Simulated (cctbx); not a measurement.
**Which space group?**

Cell: a = 10.6960 Å, b = 8.0960 Å, c = 7.7491 Å, α = 90.00°, β = 132.44°, γ = 90.00°. Expected content of the cell: Tb8 S8 Be12.

The data are simulated with cctbx, not measured: Mo Kα, λ = 0.71073 Å, to d = 0.6 Å, 50 % of the full sphere, strongest reflection 20000 counts, noise from counting, a 4 % proportional error and a noise floor of 15 counts (s.d.); no absorption, some extinction.

Tests on the unmerged data give:

```text
4750 reflections to d = 0.600 A
centring   violations  <I/sigma> of those
    A        717 of  2398      3.9
    B        717 of  2358      4.0
    C          0 of  2362      0.0
    I        746 of  2400      3.9
    R       1089 of  3163      5.2
    F        717 of  3559      2.6
Laue class    unique    Rint  (classes that these axes allow; Friedel mates merged)
C 1 2/m 1        1170   0.035
space group    extra absences  I>4sigma  <I/sigma>
C 1 2 1                 0          0         -  acentric
C 1 m 1                 0          0         -  acentric
C 1 2/m 1               0          0         -  centric
Wilson B = 0.86 A^2   <|E^2-1|> = 0.980 (0.968 centric, 0.736 acentric)   E^2>4: 3.0 %
shell (A)         n   <I/sigma>
 5.72 - 1.20    154     15.1
 1.20 - 0.95    147     15.3
 0.95 - 0.83    149     14.8
 0.83 - 0.76    142     13.3
 0.76 - 0.70    138     12.0
 0.70 - 0.66    145     12.2
 0.66 - 0.63    155     12.1
 0.63 - 0.60    140     11.2
```

Q: Read the symmetry from these tables.

The reflections that C centring forbids are absent (⟨I/σ⟩ near 0), so the lattice is C.

Only C 1 2/m 1 fits these axes (Rint 0.035); a search for a hidden higher lattice was not made.

3 settings pass the absence test. No glide or screw absences show, which leaves C 1 2 1, C 1 m 1 and C 1 2/m 1.

⟨|E²−1|⟩ = 0.980 leans to a centrosymmetric structure. The Wilson B of 0.86 Å² means U ≈ 0.0109 Å².

The true group is C2/m (no. 12), Laue class 2/m, centrosymmetric. The tables only narrow the choice to the tied entries; cell content, site symmetry and trial solutions must settle it.

The model was made for the exercise: a known structure type with other elements put in, its volume estimated, not relaxed; displacement parameters are assumed.

[Logs are printed without paths, hosts, clocks, repeated set-up lines and the standing remarks that a program may print on its own settings, such as how far it seeks lower states.]
